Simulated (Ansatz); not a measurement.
## Tetragonal ZnSe monolayer in a perpendicular field

Aim: how the tetragonal ZnSe monolayer screens a field along its normal, and what the field does to its bands. A positive field points along +c.

Calculated with Ansatz 0.2.0; plane-wave DFT, PBE-D3(BJ), Ansatz PAW (set soft_1); PAW set soft_1.

The raw output is cut from this account; settings, times and results stay.

### 1. Starting point

The cell holds 4 atoms: 2 Se and 2 Zn. Cell: a = 4.000 Å, b = 4.000 Å, c = 36.386 Å, α = 90.0°, β = 90.0°, γ = 90.0°. Vacuum lies along c.

### 2. Relaxing the slab

The starting cell is a guess, so the in-plane lattice and the atoms are relaxed first, with the slab cut off from its images along the normal.

input.yaml

```yaml
crystal:
  lattice:
    - [4.0, 0.0, 0.0]
    - [0.0, 4.0, 0.0]
    - [0.0, 0.0, 36.3857259733]
  atoms:
    - { symbol: Se, position: [0.5, 0.0, 0.4630936871] }
    - { symbol: Zn, position: [0.0, 0.0, 0.5] }
    - { symbol: Zn, position: [0.5, 0.5, 0.5] }
    - { symbol: Se, position: [0.0, 0.5, 0.5369063129] }
  periodic: [true, true, false]
kpoints:
  mp_grid: { grid: [8, 8, 1] }
hamiltonian:
  xc: pbe
  dispersion: d3bj
  pseudopotentials: { kind: paw, azcp: { folder: soft_1 } }
scf:
  occupations: { method: fermi_dirac, width: 0.05 }
  convergence: { dr2_threshold: 1.0e-09 }
relax:
  f_tol: 0.004
  max_steps: 90
  cell: {}
output:
  write_potential: true
  write_density: true
  volumetric_format: npy
```

Run with:

```
$ ansatz run input.yaml --threads 2 --pin off --max-ram 3072MiB --backend cpu --events-out ev --progress --plain --runs-dir out
```

The job ended after 78 s (2 threads of Arm Neoverse V1, shared host; peak memory 0.85 GiB; 2.6 min of CPU time).

The steps of the relaxation:

| step | energy less that of the first step (eV) | largest force component (eV/Å) | volume (Å³) |
| --- | --- | --- | --- |
| 1 | 0.0000 | 2.0042 | 582.17 |
| 2 | -0.3454 | 0.3191 | 582.08 |
| 3 | -0.3561 | 0.0336 | 584.29 |
| 4 | -0.3569 | 0.0052 | 587.10 |
| 5 | -0.3570 | 0.0005 | 589.28 |
| 6* | -0.3574 | 0.0004 | 589.28 |

Relaxation steps marked * repeat the geometry before them on a plane-wave basis chosen anew for their cell, so energy and pressure can jump there.

Forces are held to the 16 operations that the program found; a distortion that breaks them can't arise in this run.

| cell as run | before | after | change |
| --- | --- | --- | --- |
| a (Å) | 4.000 | 4.024 | +0.6 % |
| b (Å) | 4.000 | 4.024 | +0.6 % |

The atoms that moved most (Å, along periodic axes as changes of fractional coordinates times the final cell, across vacuum about the mean position):

| atom | dx | dy | dz | length |
| --- | --- | --- | --- | --- |
| Se1 | 0.000 | 0.000 | -0.172 | 0.172 |
| Se4 | 0.000 | 0.000 | 0.172 | 0.172 |

The relaxed structure:

```cif
data_structure
_symmetry_space_group_name_H-M 'P 1'
_symmetry_Int_Tables_number 1
_cell_length_a 4.0243
_cell_length_b 4.0243
_cell_length_c 36.3857
_cell_angle_alpha 90.000
_cell_angle_beta 90.000
_cell_angle_gamma 90.000
_cell_volume 589.28
loop_
_atom_site_label
_atom_site_type_symbol
_atom_site_fract_x
_atom_site_fract_y
_atom_site_fract_z
_atom_site_occupancy
Se1 Se 0.50000 0.00000 0.45838 1
Zn2 Zn 0.00000 0.00000 0.50000 1
Zn3 Zn 0.50000 0.50000 0.50000 1
Se4 Se 0.00000 0.50000 0.54162 1
```

This step gave:

- gap on the k-mesh: 2.334 eV

The lattice constant a goes from 4.000 to 4.024 Å.

### 3. Atoms held, field 0

A sawtooth potential applies the field, turning back in the middle of the vacuum. With the dipole correction the typed value is the field outside the slab. The induced dipole is small, so the SCF threshold is tight.

The cell differs from the one that the last finished run ended in (c 36.386 → 21.029 Å).

input.yaml

```yaml
crystal:
  lattice:
    - [4.0243324429, 0.0, 0.0]
    - [0.0, 4.0243324429, 0.0]
    - [0.0, 0.0, 21.0289418834]
  atoms:
    - { symbol: Se, position: [0.5, 0.0, 0.4279815908] }
    - { symbol: Zn, position: [0.0, 0.0, 0.5] }
    - { symbol: Zn, position: [0.5, 0.5, 0.5] }
    - { symbol: Se, position: [0.0, 0.5, 0.5720184092] }
kpoints:
  mp_grid: { grid: [12, 12, 1] }
  band_path:
    path: [[0, 0, 0], [0.5, 0, 0], [0.5, 0.5, 0], [0, 0, 0]]
    npoints: 16
hamiltonian:
  xc: pbe
  dispersion: d3bj
  pseudopotentials: { kind: paw, azcp: { folder: soft_1 } }
scf:
  occupations: { method: fermi_dirac, width: 0.02585 }
  convergence: { dr2_threshold: 1.0e-10 }
efield:
  axis: 3
  dipole_correction: true
  ramp_position: 0.97
  ramp_width: 0.06
  amplitude: 0
output:
  dos: { projected: true, e_range: [-6, 5] }
  write_potential: true
  write_density: true
  volumetric_format: npy
  elf: true
```

The job ended after 39 s (2 threads; peak memory 0.71 GiB; 77 s of CPU time).

This step gave:

- gap on the k-mesh: 2.335 eV
- dipole along the normal: -8.99e-7 e·Å
- gap along the path: 2.335 eV
- smallest direct gap along the path: 2.335 eV
- ionisation energy, upper face: 5.897 eV
- electron affinity, upper face: 3.562 eV
- gap, the smaller of path and mesh: 2.335 eV

Running mean over a fixed 2.8 Å (it still follows the layers) of the planar mean; the ramp of the sawtooth is left out. Table of electron's electrostatic potential energy less the Fermi level by z:

| z (Å) | electron's electrostatic potential energy less the Fermi level (eV) |
| --- | --- |
| 3.0 | 4.71 |
| 3.5 | 4.71 |
| 4.0 | 4.71 |
| 4.5 | 4.71 |
| 5.0 | 4.70 |
| 5.5 | 4.70 |
| 6.0 | 4.67 |
| 6.5 | 4.56 |
| 7.0 | 4.09 |
| 7.5 | 3.20 |
| 8.0 | 2.15 |
| 8.5 | 0.629 |
| 9.0 | -2.10 |
| 9.5 | -5.20 |
| 10.0 | -6.54 |
| 10.5 | -6.84 |
| 11.0 | -6.57 |
| 11.5 | -5.32 |
| 12.0 | -2.29 |
| 12.5 | 0.507 |
| 13.0 | 2.08 |
| 13.5 | 3.15 |
| 14.0 | 4.05 |
| 14.5 | 4.55 |
| 15.0 | 4.67 |
| 15.5 | 4.70 |
| 16.0 | 4.70 |
| 16.5 | 4.71 |
| 17.0 | 4.71 |
| 17.5 | 4.71 |
| 18.0 | 4.71 |

The density of states has structure finer than the step of the table below, so its rows give means over 0.25 eV. Peaks (eV: height): -5.390: 9.16, -5.260: 8.19, -2.470: 5.76, -1.810: 7.55, 3.070: 7.33.

Table of density of states by energy, zero at the Fermi level of the run, which the smearing sets inside the gap; means over each step:

| energy (eV) | density of states (states/eV a cell) |
| --- | --- |
| -5.75 | 2.33 |
| -5.50 | 4.70 |
| -5.25 | 5.87 |
| -5.00 | 1.06 |
| -4.75 | 0.669 |
| -4.50 | 0.436 |
| -4.25 | 0.411 |
| -4.00 | 1.24 |
| -3.75 | 1.60 |
| -3.50 | 1.82 |
| -3.25 | 2.50 |
| -3.00 | 2.68 |
| -2.75 | 3.32 |
| -2.50 | 5.12 |
| -2.25 | 3.94 |
| -2.00 | 4.19 |
| -1.75 | 3.31 |
| -1.50 | 1.81 |
| -1.25 | 1.07 |
| -1.00 | 0 |
| -0.75 | 0 |
| -0.50 | 0 |
| -0.25 | 0 |
| 0.00 | 0 |
| 0.25 | 0 |
| 0.50 | 0 |
| 0.75 | 0 |
| 1.00 | 0 |
| 1.25 | 0.130 |
| 1.50 | 0.474 |
| 1.75 | 1.20 |
| 2.00 | 1.64 |
| 2.25 | 2.15 |
| 2.50 | 2.35 |
| 2.75 | 2.99 |
| 3.00 | 5.24 |

Projected DOS per atom over height of the atomic layer and energy from the Fermi level. Layers: Se Zn2 Se from below.

Values in states/eV, 22 rows by 3 columns, each cell a mean:
```
0.70 0.80 0.70
0.42 0.53 0.42
0.31 0.47 0.31
0.13 0.32 0.13
0.01 0.08 0.01
0.00 0.00 0.00
0.00 0.00 0.00
0.00 0.00 0.00
0.00 0.00 0.00
0.00 0.00 0.00
0.38 0.02 0.38
1.09 0.05 1.09
1.91 0.09 1.91
2.20 0.11 2.20
1.32 0.07 1.32
1.02 0.06 1.02
0.70 0.05 0.70
0.34 0.05 0.34
0.17 0.07 0.17
0.40 0.22 0.40
1.65 1.02 1.65
0.54 0.27 0.54
```
Columns: height of the atomic layer (Å) from 9 to 12.0; rows upwards: energy from the Fermi level (eV) from -5.96 to 3.13.

The electronic bands at the labelled points (eV, zero at the Fermi level of the run, which the smearing sets inside the gap):

| point | band 25 | band 26 | band 27 | band 28 | band 29 | band 30 | band 31 | band 32 |
| --- | --- | --- | --- | --- | --- | --- | --- | --- |
| Γ | -3.16 | -1.82 | -1.19 | -1.19 | 1.14 | 1.44 | 2.11 | 4.35 |
| halfway | -2.69 | -2.25 | -1.85 | -1.28 | 1.66 | 2.25 | 3.76 | 4.63 |
| X | -2.36 | -2.36 | -1.79 | -1.79 | 2.06 | 2.06 | 4.59 | 4.59 |
| halfway | -3.19 | -3.19 | -2.62 | -2.62 | 3.07 | 3.07 | 3.35 | 3.35 |
| M | -3.48 | -3.48 | -3.47 | -3.47 | 2.79 | 2.79 | 3.02 | 3.02 |
| halfway | -4.12 | -2.48 | -2.34 | -1.99 | 3.11 | 3.22 | 3.56 | 3.93 |
| Γ | -3.16 | -1.82 | -1.19 | -1.19 | 1.14 | 1.44 | 2.11 | 4.35 |

Electrostatic potential energy in the ca plane at fractional y = 0.000, with atoms of Se and Zn within 0.2 Å of it. With pseudopotentials it is smooth inside the atoms' cores, unlike the true potential.

Ten even steps from '0' (-26 eV) to '9' (3 eV), each cell a mean:
```
99999999999999999999972000068999999999999999
99999999999999999998886100479999999999999999
99999999999999999986556656789999999999999999
99999999999999999852324788899999999999999999
99999999999999999726962689999999999999999999
99999999999999999727982589999999999999999999
99999999999999999833632688999999999999999999
99999999999999999973235777899999999999999999
99999999999999999998777422689999999999999999
99999999999999999999884000178999999999999999
99999999999999999999971000058999999999999999
```
Columns run along c (16.0 Å, from fractional 0.08 to 0.84 of the cell; values clipped at the 3rd and 97th percentile), rows up along a (4.0 Å). Atoms in or near the plane, at fractional coordinates: Se at (0.43, 0.50), Zn at (0.50, 0.00).

Valence density in the ca plane at fractional y = 0.000, with atoms of Se and Zn within 0.2 Å of it. It is the smooth field of the valence electrons, not physical close to the nuclei.

Ten steps, logarithmic in the rise over the least value, from '0' (0 e/Å³) to '9' (43 e/Å³), each cell a mean:
```
00000000000000000000001586310000000000000000
00000000000000000000011232100000000000000000
00000000000000000001111111000000000000000000
00000000000000000013432100000000000000000000
00000000000000000126873100000000000000000000
00000000000000000127983100000000000000000000
00000000000000000124652100000000000000000000
00000000000000000012221100000000000000000000
00000000000000000000111121100000000000000000
00000000000000000000001365200000000000000000
00000000000000000000002698310000000000000000
```
Columns run along c (16.0 Å, from fractional 0.08 to 0.84 of the cell), rows up along a (4.0 Å). Atoms in or near the plane, at fractional coordinates: Se at (0.43, 0.50), Zn at (0.50, 0.00).

ELF in the ca plane at fractional y = 0.000, with atoms of Se and Zn within 0.2 Å of it. It is the smooth field of the valence electrons, not physical close to the nuclei.

Ten even steps from '0' (0.00) to '9' (0.86), each cell a mean:
```
00000000000000000011221000111000000000000000
00000000000000012456652111111000000000000000
00000000000000135789886321110000000000000000
00000000000001258998788632100000000000000000
00000000000001368996247742000000000000000000
00000000000001369995136742000000000000000000
00000000000001368998567742100000000000000000
00000000000000247899887521110000000000000000
00000000000000024678874211111000000000000000
00000000000000000123431000111000000000000000
00000000000000000000111000111000000000000000
```
Columns run along c (16.0 Å, from fractional 0.08 to 0.84 of the cell), rows up along a (4.0 Å). Atoms in or near the plane, at fractional coordinates: Se at (0.43, 0.50), Zn at (0.50, 0.00).

The gap is 2.33 eV, with the valence edge 5.90 eV and the conduction edge 3.56 eV under the upper vacuum level.

### 4. Single point, field 0.1 V/Å

Edit input.yaml of step 3 so:

```diff
@@ -25,7 +25,6 @@
   dipole_correction: true
-  ramp_position: 0.97
-  ramp_width: 0.06
-  amplitude: 0
+  ramp_position: 0.9477
+  ramp_width: 0.1046
+  amplitude: 0.1
 output:
-  dos: { projected: true, e_range: [-6, 5] }
   write_potential: true
@@ -33,2 +32 @@
   volumetric_format: npy
-  elf: true
```

Wall time 37 s (2 threads); peak memory 0.67 GiB; 73 s of CPU time.

The dipole is 0.0431 e·Å, and the gap 2.335 eV.

### 5. Atoms held, field -0.1 V/Å

Edit input.yaml of step 4 so:

```diff
@@ -27,3 +27,3 @@
   ramp_width: 0.1046
-  amplitude: 0.1
+  amplitude: -0.1
 output:
```

It took 37 s on 2 threads; peak memory 0.66 GiB; 73 s of CPU time.

The dipole is -0.0431 e·Å, and the gap 2.335 eV.

### 6. Response, atoms held

This step: plane-wave DFT, PBE-D3(BJ), Ansatz PAW (set soft_1); response to a field along the normal, atoms held; PAW set soft_1 (Ansatz 0.2.0).

The dipoles give the slope, and the difference of two potentials shows where the field is screened.

This step gave:

| Property | Result |
| --- | --- |
| equivalent conductor thickness p/(ε₀AE) | 4.816 Å |
| distance between the outer atoms | 3.029 Å |

Dipole of the cell against applied field:

| applied field (V/Å) | dipole of the cell (e·Å) |
| --- | --- |
| -0.1000 | -0.0431 |
| 0.0000 | -9.0e-7 |
| 0.1000 | 0.0431 |

Local field over the applied field, running mean. From the potentials at -0.1 and 0.1 V/Å; running mean over 2.5 Å. Local field over applied field against z:

z (Å), local field over applied field and a bar:
```
     4.09      1.000 ##############################
     4.53      0.999 ##############################
     4.97      0.997 ##############################
     5.40      0.992 ##############################
     5.84      0.979 #############################
     6.28      0.950 ############################
     6.72      0.890 ##########################
     7.16      0.787 #######################
     7.59      0.653 ###################
     8.03      0.504 ##############
     8.47      0.357 #########
     8.91      0.230 #####
     9.35      0.144 ##
     9.78      0.099 #
    10.22      0.078 
    10.81      0.078 
    11.24      0.099 #
    11.68      0.144 ##
    12.12      0.230 #####
    12.56      0.357 #########
    13.00      0.504 ##############
    13.44      0.653 ###################
    13.87      0.787 #######################
    14.31      0.890 ##########################
    14.75      0.950 ############################
    15.19      0.979 #############################
    15.63      0.992 ##############################
    16.06      0.997 ##############################
    16.50      0.999 ##############################
    16.94      1.000 ##############################
```

Electrons, planar mean, per unit field. The induced electron density by z:

| z (Å) | induced electron density (e/Å³ per V/Å) |
| --- | --- |
| 4.09 | 1.7e-6 |
| 4.38 | 3.3e-6 |
| 4.82 | 9.3e-6 |
| 5.11 | 1.8e-5 |
| 5.55 | 5.0e-5 |
| 5.84 | 9.5e-5 |
| 6.13 | 1.8e-4 |
| 6.57 | 4.3e-4 |
| 6.86 | 7.6e-4 |
| 7.16 | 0.00128 |
| 7.59 | 0.00245 |
| 7.89 | 0.00317 |
| 8.32 | 0.00275 |
| 8.62 | 0.00170 |
| 8.91 | 0.00118 |
| 9.35 | 6.0e-4 |
| 9.64 | 1.5e-4 |
| 9.93 | -4.2e-4 |
| 10.37 | -2.8e-4 |
| 10.66 | 2.8e-4 |
| 11.10 | 4.2e-4 |
| 11.39 | -1.5e-4 |
| 11.68 | -6.0e-4 |
| 12.12 | -0.00118 |
| 12.41 | -0.00170 |
| 12.71 | -0.00275 |
| 13.14 | -0.00317 |
| 13.44 | -0.00245 |
| 13.87 | -0.00128 |
| 14.17 | -7.6e-4 |
| 14.46 | -4.3e-4 |
| 14.90 | -1.8e-4 |
| 15.19 | -9.5e-5 |
| 15.48 | -5.0e-5 |
| 15.92 | -1.8e-5 |
| 16.21 | -9.3e-6 |
| 16.65 | -3.3e-6 |
| 16.94 | -1.7e-6 |

The smaller of the gaps on the path and on the k-mesh, counted as 0 under 0.03 eV. The gap stays at 2.33 eV for applied field from -0.1 to 0.1 V/Å.

By hand: between -0.1 and 0.1 V/Å the dipole changes by 0.08621 e·Å, a slope of 0.4310 e·Å²/V. A perfect conductor of thickness t has p = ε₀AEt, so t = 180.95 × 0.4310 / 16.195 = 4.82 Å (e/ε₀ = 180.95 V·Å, A in Å²).

The induced dipole is that of a conductor 4.82 Å thick.

### 7. Results

```
gap without field                          : 2.33 eV
ionisation energy, upper face              : 5.90 eV
electron affinity, upper face              : 3.56 eV
equivalent conductor thickness, atoms held : 4.82 Å
```

In words: The induced dipole equals that of a perfect conductor 4.82 Å thick, while the outer atoms lie 3.03 Å apart; an out-of-plane ε follows only once a thickness t is chosen, by 1 − 1/ε = 4.82 Å / t. The gap stays within 0.01 eV of 2.33 eV over the fields run, up to 0.1 V/Å in size. Semilocal functionals give gaps that are too small, and excitons are not included. Spin-orbit coupling is left out.

[Long decimals in the printed logs are rounded to 6 places.]

[Logs are printed without paths, hosts, clocks, repeated set-up lines and the standing remarks that a program may print on its own settings, such as how far it seeks lower states.]

[Hosts, paths, dates, database ids (printed as entryN), source tags and the programs' standing remarks are cut or masked in the printed files.]

[Maps of the electrostatic potential energy from Ansatz leave out the sawtooth potential of an applied field or a dipole correction, so their vacuum need not be flat; planar profiles and work functions include it.]

[The density of states shown here was stored with 400 of the rows of the run's finer table, so its peaks can read low, often by over a quarter, or be missed, and its means over a window can be off by a tenth or more.]
